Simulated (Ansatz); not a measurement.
# Random alloy of the bcc Mo-W line, x = 0.6296 (54 atoms): relaxation and levels of theory

After relaxation, how do forces and pressure change with k-mesh and functional?

Calculated with Ansatz 0.2.0: Kohn-Sham DFT, PBE, PAW (set soft_2), plane waves; cutoff 420 eV, k-mesh 2×2×2, fermi-dirac smearing of 0.1 eV.

**The cell**

The cell holds 54 atoms: 20 Mo and 34 W. Its edges and angles: a = 9.527 Å, b = 9.527 Å, c = 9.527 Å, α = 90.0°, β = 90.0°, γ = 90.0°. It derives from Mo (bcc Mo-W) and W, repeated 3×3×3. Bcc Mo-W: 54 atoms, 34 of 54 Mo sites given to W at random, cell and internal coordinates interpolated linearly between the end members (Vegard's rule); not relaxed, displaced by a Gaussian of 0.02 Å. Lattice constants are starting values near those of PBE.

Cell and atoms were relaxed with PBE. The walk converged after 5 steps by the program's count, with a largest force component of 0.00116 eV/Å; it began at an r.m.s. force component of 0.31 eV/Å. The edges went from 9.527, 9.527, 9.527 to 9.524, 9.524, 9.525 Å, and the volume from 16.012 to 15.999 Å³ an atom (-0.1 %).

The input of the reference single point:

```yaml
crystal:
  lattice:
    - [9.52384, 0.00028, -7.0e-05]
    - [0.00028, 9.52444, 0.00011]
    - [-7.0e-05, 0.00011, 9.5245]
  atoms:
    - { symbol: Mo, position: [6.0e-05, 0.00019, 0.99977] }
    - { symbol: Mo, position: [0.16655, 0.16689, 0.16645] }
    - { symbol: W, position: [0.00022, 0.0004, 0.33361] }
    - { symbol: Mo, position: [0.16667, 0.16713, 0.50035] }
    [... 48 atom lines left out ...]
    - { symbol: W, position: [0.66682, 0.66651, 0.66679] }
    - { symbol: Mo, position: [0.83353, 0.8335, 0.83336] }
kpoints:
  mp_grid: { grid: [2, 2, 2] }
hamiltonian:
  xc: pbe
scf:
  occupations: { method: fermi_dirac, width: 0.1 }
output:
  forces: true
  stress: true
  populations: true
  dos:
    method: { smearing: { sigma: 0.08 } }
    de: 0.05
    projected: { site_lists: { Mo: [Mo], W: [W] } }
  eigenvalues: true
  write_density: true
  write_potential: true
  volumetric_format: npy
```

**Levels of theory**

Single points at the relaxed geometry:

| functional | k-mesh | pressure (GPa) | r.m.s. force component (eV/Å) | SCF cycles | time |
| --- | --- | --- | --- | --- | --- |
| PBE | 2×2×2 | 0.00 | 0.001 | 7 | 6.1 s |
| PBE | 3×3×3 | 0.10 | 0.007 | 7 | 8.4 s |
| r2SCAN | 2×2×2 | -3.67 | 0.013 | 11 | 8 s |
| PBEsol | 2×2×2 | -8.28 | 0.009 | 7 | 6.2 s |

Cutoffs: 420 eV for PBE and PBEsol; 500 eV for r2SCAN.

**Findings**

Every run has partly filled levels at the Fermi energy, as in a metal. Against the reference the pressure changes with r2SCAN by -3.7 GPa and PBEsol by -8.3 GPa; a negative change means a smaller volume than PBE would take. The denser mesh moves the energy by +18.8 meV/atom and the pressure by +0.10 GPa, so the reference mesh, on which the relaxation ran, isn't converged.

Limits: All single points share the geometry relaxed with PBE. One random arrangement of the atoms on their sites. Spin–orbit coupling is left out, which matters for the levels of the heavy elements.

[Logs are printed without paths, hosts, clocks, repeated set-up lines and the standing remarks that a program may print on its own settings, such as how far it seeks lower states.]

[Hosts, paths, dates, database ids (printed as entryN), source tags and the programs' standing remarks are cut or masked in the printed files.]
